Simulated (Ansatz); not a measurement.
# Mo(311) slab (28 atoms): surface energy

What is the surface energy of this cell, counted against the bulk crystal, and how far does it hang on functional and mesh?

Calculated with Ansatz 0.2.0: Kohn-Sham DFT, PBE, PAW (set soft_2), plane waves; cutoff 420 eV, fermi-dirac smearing of 0.1 eV. Cutoffs: 420 eV for PBE and PBEsol; 500 eV for r2SCAN.

**The cells**

The cell holds 28 atoms: 28 Mo. Cell: a = 9.993 Å, b = 4.469 Å, c = 27.862 Å, α = 90.0°, β = 90.0°, γ = 47.9°. It derives from Mo. The starting structure: Slab of Mo cut on (3 1 1), 12.9 Å thick, 1 x 1 surface cells, both faces free, 15 Å of vacuum; not relaxed. Lattice constants are starting values near those of PBE. Vacuum lies along c.

The bulk reference is Mo2 in a cell of 2 atoms, 15.777 Å³ an atom.

The input of the single point on the relaxed cell:

```yaml
crystal:
  lattice:
    - [9.9928, 0.0, 0.0]
    - [2.99784, 3.31424, 0.0]
    - [0.0, 0.0, 27.86247]
  atoms:
    - { symbol: Mo, position: [0.0916, 0.36193, 0.27725] }
    - { symbol: Mo, position: [0.44201, 0.83706, 0.29223] }
    - { symbol: Mo, position: [0.80701, 0.29021, 0.30779] }
    - { symbol: Mo, position: [0.17567, 0.73665, 0.31961] }
    [... 22 atom lines left out ...]
    - { symbol: Mo, position: [0.55799, 0.16294, 0.70777] }
    - { symbol: Mo, position: [0.9084, 0.63807, 0.72275] }
kpoints:
  mp_grid: { grid: [5, 11, 1] }
hamiltonian:
  xc: pbe
scf:
  occupations: { method: fermi_dirac, width: 0.1 }
output:
  forces: true
  populations: true
  dos:
    method: { smearing: { sigma: 0.08 } }
    de: 0.1
    projected: { site_lists: { Mo: [Mo] } }
  eigenvalues: true
  write_density: true
  write_potential: true
  volumetric_format: npy
```

| cell | formula | k-mesh | relaxation steps | gain on relaxing (eV) | free energy, PBE (eV) | time of its runs on this page |
| --- | --- | --- | --- | --- | --- | --- |
| Mo(311) slab | Mo28 | 5×11×1 (relaxed on 3×7×1) | 7 | 1.23 | -138756.200 | 66 s |
| bulk Mo | Mo2 | 17×17×17 | - | - | -9912.065 | 15 s |

**Surface energy**

The excess is the cell's free energy less 14 times that of the bulk cell. It is divided by twice the area, as the cell holds two faces, so the value is their mean, and they need not be alike (33.12 Å²), with 1 eV/Å² = 16.022 J/m².

| level | k-mesh | excess (eV) | surface energy (J/m²) | per area (meV/Å²) |
| --- | --- | --- | --- | --- |
| PBE | 5×11×1 | 12.712 | 3.075 | 191.9 |
| PBE, denser mesh | 6×14×1 | 12.713 | 3.075 | 191.9 |
| r2SCAN | 5×11×1 | 13.663 | 3.305 | 206.3 |
| PBEsol | 5×11×1 | 14.109 | 3.413 | 213.0 |

Worked for the first row at PBE: (-138756.200) − 14 × (-9912.065) = 12.712 eV (from unrounded energies).

Then 12.712 / (2 × 33.12) × 16.022 = 3.075 J/m².

**Findings**

At PBE the surface energy is 3.07 J/m². At the same geometries the levels give 3.07 (PBE) to 3.41 J/m² (PBEsol) and the denser mesh leaves it within 0.01 J/m². Relaxing the atoms lowered it by 0.297 J/m² from the start (on the 3×7×1 mesh of the relaxation), and the farthest atom moved 0.22 Å.

Limits: The cell edges were held, so the lattice is the typed one for every functional. Cell and bulk are sampled on unlike meshes, and the error grows with the number of atoms subtracted. These are free energies under a smearing of 0.1 eV, whose entropy term isn't removed. In some runs the program notes that the exchange-correlation potential is rough where the density is thin.

[Logs are printed without paths, hosts, clocks, repeated set-up lines and the standing remarks that a program may print on its own settings, such as how far it seeks lower states.]

[Hosts, paths, dates, database ids (printed as entryN), source tags and the programs' standing remarks are cut or masked in the printed files.]
